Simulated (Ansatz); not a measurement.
**MgO (Fm-3m): converging the G0W0 gap**

Wanted: a G0W0 gap for MgO (Fm-3m) that is converged in bands and cutoff, or an estimate of the limit.

Program: Ansatz 0.2.0. Level of theory: G0W0 on PBE, plane waves, PAW; PAW set soft_1. Results are calculated unless marked as measured.

This is a report of a sequence of runs, with most program output left out.

### 1. Starting point

Symmetry: Fm-3m, No. 225, cubic system. Conventional cell: a = 4.194 Å, b = 4.194 Å, c = 4.194 Å, α = 90.00°, β = 90.00°, γ = 90.00°. Nearest to Mg lie 6 O at 2.10 Å. Nearest to O lie 6 Mg at 2.10 Å. Farther neighbours and most contacts between anions are not listed.

The cell and positions are those that the Materials Project relaxed with its own functionals (PBE, PBE+U or r2SCAN), kept fixed.

### 2. 24 empty bands, screening to 69 eV

Now the one-shot GW correction: screening in the RPA, then the self-energy of the levels asked for. This step takes PAW set soft_1 files.

input.yaml reads:

```yaml
crystal:
  lattice:
    - [0.0, 2.0970013927, 2.0970013927]
    - [2.0970013927, 0.0, 2.0970013927]
    - [2.0970013927, 2.0970013927, 0.0]
  atoms:
    - { symbol: Mg, position: [0.0, 0.0, 0.0] }
    - { symbol: O, position: [0.5, 0.5, 0.5] }
kpoints:
  mp_grid: { grid: [8, 8, 8] }
hamiltonian:
  xc: pbe
  pseudopotentials: { kind: paw, azcp: { folder: soft_1 } }
scf:
  occupations: { method: fixed }
gw:
  n_empty_bands: 24
  ecut_chi: 69
  qp_bands: [v2, c2]
  qp_kpoints: band_edges
  screening: { model: contour_deformation }
```

Launch:

```sh
$ ansatz run input.yaml --threads 4 --pin off --max-ram 138240MiB --backend cuda --events-out ev --progress --plain --runs-dir out --devices 1 --max-vram 26GiB
```

Wall time 9.4 s (1 × NVIDIA H100 80GB HBM3 (shared by 3 runs) with 4 threads of AMD EPYC 7R13 (Zen 3), shared host); peak memory 0.97 GiB.

Numbers from this step:

```yaml
bands_summed: 32
rpa_eps_infinity_on_this_mesh_eigenvalues: 3.058, 3.058, 3.058
plane_waves_in_the_screening_matrix: 27
q_points_in_the_mesh: 512
g0w0_gap_on_the_mesh: 6.993 eV
k_of_the_valence_top: 0, 0, 0
k_of_the_conduction_bottom: 0, 0, 0
starting_gap_on_the_mesh: 4.873 eV
z_at_the_valence_top: 0.7983
z_at_the_conduction_bottom: 0.8525
least_direct_g0w0_gap_on_the_computed_points: 6.993 eV
```

The gap on the mesh goes from 4.87 eV to 6.99 eV, a correction of +2.12 eV. Between the two edge states, bare exchange in place of the xc potential would open the gap by 10.26 eV, and correlation takes back 8.14 eV.

### 3. 67 empty bands, screening to 138 eV

Another rung: the empty bands reach about as high as the screening cutoff, so the two stay in balance.

Changes to input.yaml since step 2:

```diff
@@ -16,4 +16,4 @@
 gw:
-  n_empty_bands: 24
-  ecut_chi: 69
+  n_empty_bands: 67
+  ecut_chi: 138
   qp_bands: [v2, c2]
```

Wall time 11 s (1 × NVIDIA H100 80GB HBM3 (shared by 3 runs) with 4 threads); peak memory 0.98 GiB.

Numbers from this step:

```yaml
bands_summed: 75
rpa_eps_infinity_on_this_mesh_eigenvalues: 3.029, 3.029, 3.029
plane_waves_in_the_screening_matrix: 65
q_points_in_the_mesh: 512
g0w0_gap_on_the_mesh: 7.263 eV
k_of_the_valence_top: 0, 0, 0
k_of_the_conduction_bottom: 0, 0, 0
starting_gap_on_the_mesh: 4.873 eV
z_at_the_valence_top: 0.7925
z_at_the_conduction_bottom: 0.8484
least_direct_g0w0_gap_on_the_computed_points: 7.263 eV
```

Against the run with 8×8×8 mesh, 24 empty bands, screening to 69 eV, PAW set soft_1 files, the gap moves by +0.27 eV.

### 4. 146 empty bands, screening to 230 eV

Changes to input.yaml since step 3:

```diff
@@ -16,4 +16,4 @@
 gw:
-  n_empty_bands: 67
-  ecut_chi: 138
+  n_empty_bands: 146
+  ecut_chi: 230.0
   qp_bands: [v2, c2]
```

It took 19 s on 1 × NVIDIA H100 80GB HBM3 (shared by 3 runs) with 4 threads; peak memory 1.1 GiB.

Numbers from this step:

- bands summed: 154
- RPA ε∞ on this mesh (eigenvalues): 3.017, 3.017, 3.017
- plane waves in the screening matrix: 137
- G0W0 gap on the mesh: 7.414 eV
- k of the valence top: 0, 0, 0
- k of the conduction bottom: 0, 0, 0
- starting gap on the mesh: 4.873 eV
- least direct G0W0 gap on the computed points: 7.414 eV

Against the run with 8×8×8 mesh, 67 empty bands, screening to 138 eV, PAW set soft_1 files, the gap moves by +0.15 eV.

### 5. Changing the k mesh: 6×6×6 mesh, 67 empty bands, screening to 138 eV, PAW set soft_1 files

Only the mesh changes. It samples the long-range screening, which converges on its own terms. Bands and cutoff differ from the step before, so it is read against an earlier run that matches them.

Changes to input.yaml since step 4:

```diff
@@ -9,3 +9,3 @@
 kpoints:
-  mp_grid: { grid: [8, 8, 8] }
+  mp_grid: { grid: [6, 6, 6] }
 hamiltonian:
@@ -16,4 +16,4 @@
 gw:
-  n_empty_bands: 146
-  ecut_chi: 230.0
+  n_empty_bands: 67
+  ecut_chi: 138
   qp_bands: [v2, c2]
```

Elapsed: 6.2 s, on 1 × NVIDIA H100 80GB HBM3 (shared by 3 runs) with 4 threads; peak memory 0.95 GiB.

Numbers from this step:

```yaml
bands_summed: 75
rpa_eps_infinity_on_this_mesh_eigenvalues: 3.048, 3.048, 3.048
plane_waves_in_the_screening_matrix: 65
g0w0_gap_on_the_mesh: 7.273 eV
k_of_the_valence_top: 0, 0, 0
k_of_the_conduction_bottom: 0, 0, 0
starting_gap_on_the_mesh: 4.872 eV
least_direct_g0w0_gap_on_the_computed_points: 7.273 eV
```

Against the run with 8×8×8 mesh, 67 empty bands, screening to 138 eV, PAW set soft_1 files, the gap moves by +0.010 eV.

### 6. Changing the frequency model: 8×8×8 mesh, 146 empty bands, screening to 230 eV, plasmon pole, PAW set soft_1 files

A plasmon pole stands in for the full frequency dependence of the screening; this run shows what that costs in accuracy. Bands and cutoff differ from the step before, so it is read against an earlier run that matches them.

input.yaml, the sections that differ from step 5:

```yaml
kpoints:
  mp_grid: { grid: [8, 8, 8] }
gw:
  n_empty_bands: 146
  ecut_chi: 230.0
  qp_bands: [v2, c2]
  qp_kpoints: band_edges
  screening: { model: godby_needs }
# crystal, hamiltonian, scf: as in step 5
```

The job ended after 24 s (1 × NVIDIA H100 80GB HBM3 (shared by 3 runs) with 4 threads; peak memory 1.7 GiB; 43 s of CPU time).

This step gave:

| Item | Value |
| --- | --- |
| bands summed | 154 |
| plasmon-pole fit frequency | 34.59 eV |
| RPA ε∞ on this mesh (eigenvalues) | 3.017, 3.017, 3.017 |
| plane waves in the screening matrix | 137 |
| G0W0 gap on the mesh | 7.385 eV |
| k of the valence top | 0, 0, 0 |
| k of the conduction bottom | 0, 0, 0 |
| starting gap on the mesh | 4.873 eV |
| least direct G0W0 gap on the computed points | 7.385 eV |

Against the run with 8×8×8 mesh, 146 empty bands, screening to 230 eV, PAW set soft_1 files, the gap moves by −0.03 eV.

### 7. Changing the files and raising the bands: 8×8×8 mesh, 216 empty bands, screening to 299 eV, hard PAW files

Other atomic data (hard PAW) test the pseudisation: the cutoff goes from 420 to 930 eV, with the same valence electrons. Bands and screening cutoff change too, so the step is no clean test of the files.

This step: G0W0 on PBE, plane waves, PAW.

input.yaml, the sections that differ from step 6:

```yaml
hamiltonian:
  xc: pbe
  pseudopotentials: { kind: paw, source: ansatz }
gw:
  n_empty_bands: 216
  ecut_chi: 299.0
  qp_bands: [v2, c2]
  qp_kpoints: band_edges
  screening: { model: contour_deformation }
# crystal, kpoints, scf: as in step 6
```

It took 30 s on 1 × NVIDIA H100 80GB HBM3 (shared by 3 runs) with 4 threads; peak memory 1.5 GiB; 55 s of CPU time.

This step gave:

```
bands summed                                 : 224
RPA ε∞ on this mesh (eigenvalues)            : 3.020, 3.020, 3.020
plane waves in the screening matrix          : 181
G0W0 gap on the mesh                         : 7.548 eV
k of the valence top                         : 0, 0, 0
k of the conduction bottom                   : 0, 0, 0
starting gap on the mesh                     : 4.866 eV
least direct G0W0 gap on the computed points : 7.548 eV
```

Against the run with 8×8×8 mesh, 146 empty bands, screening to 230 eV, PAW set soft_1 files, the gap moves by +0.13 eV.

### 8. The runs together

Times are wall times on 1 × NVIDIA H100 80GB HBM3 (shared by 3 runs) with 4 threads of AMD EPYC 7R13 (Zen 3), shared host, good to a factor of about two.

```
 mesh           files            frequency  bands summed  cutoff (eV)  start (eV)  G0W0 (eV)   time  host memory (GiB)
8×8×8  PAW set soft_1  contour deformation            32           69       4.873      6.993  9.4 s               0.97
8×8×8  PAW set soft_1  contour deformation            75          138       4.873      7.263   11 s               0.98
8×8×8  PAW set soft_1  contour deformation           154          230       4.873      7.414   19 s                1.1
6×6×6  PAW set soft_1  contour deformation            75          138       4.872      7.273  6.2 s               0.95
8×8×8  PAW set soft_1         plasmon pole           154          230       4.873      7.385   24 s                1.7
8×8×8        hard PAW  contour deformation           224          299       4.866      7.548   30 s                1.5
```

How the two edges are built up, in eV (the quasiparticle level is the starting level plus Σx plus Σc less Vxc):

```
      run               edge  start      Σx     Σc     Vxc     Z     QP
 32 bands        valence top   8.22  -26.47   4.58  -20.96  0.80   7.29
 32 bands  conduction bottom  13.09  -10.15  -3.56  -14.90  0.85  14.28
 75 bands        valence top   8.22  -26.47   4.22  -20.96  0.79   6.93
 75 bands  conduction bottom  13.09  -10.15  -3.65  -14.90  0.85  14.19
154 bands        valence top   8.22  -26.47   3.98  -20.96  0.79   6.68
154 bands  conduction bottom  13.09  -10.15  -3.74  -14.90  0.85  14.10
```

### 9. What came out

```json
{
 "32 bands, 69 eV": "6.993 eV",
 "75 bands, 138 eV": "7.263 eV",
 "154 bands, 230 eV": "7.414 eV",
 "estimated limit in bands and cutoff": "7.56 eV",
 "mesh and start": "8×8×8, PBE"
}
```

A line in one over the bands through the two highest rungs gives 7.56 eV, +0.14 eV from the top rung; the pair below gives 7.46 eV, so the estimate is still climbing. The rungs stand 0.56 eV (32 bands), 0.29 eV (75 bands) and 0.14 eV (154 bands) from it. From 32 to 154 bands the gap moves by +0.42 eV while the time grows 2.0-fold. Σc changes by −0.60 eV at the valence top and −0.18 eV at the conduction bottom, so the valence edge carries most of the change. On the 6×6×6 mesh in place of 8×8×8 the gap differs by +0.01 eV, of which −0.0004 eV is already in the start. The plasmon-pole model gives −0.03 eV against contour deformation, 1 % of the correction, and saved no time in this program. With hard PAW files and 224 bands the gap is 7.55 eV; the line for the PAW set soft_1 files gives 7.46 eV at that count, a difference of +0.09 eV that holds the line's own error too.

[Paths, hosts, dates, memory and timing lines, banners, echoed tables and standing remarks are left out of the program output.]

[Logs are printed without paths, hosts, clocks, repeated set-up lines and the standing remarks that a program may print on its own settings, such as how far it seeks lower states.]

[Runs of the session that timed out or met a known fault of the program may be left out.]

[Cells called generated may have been cut or substituted from an entry of the Crystallography Open Database or the Materials Project.]

[Hosts, paths, dates, database ids (printed as entryN), source tags and the programs' standing remarks are cut or masked in the printed files.]
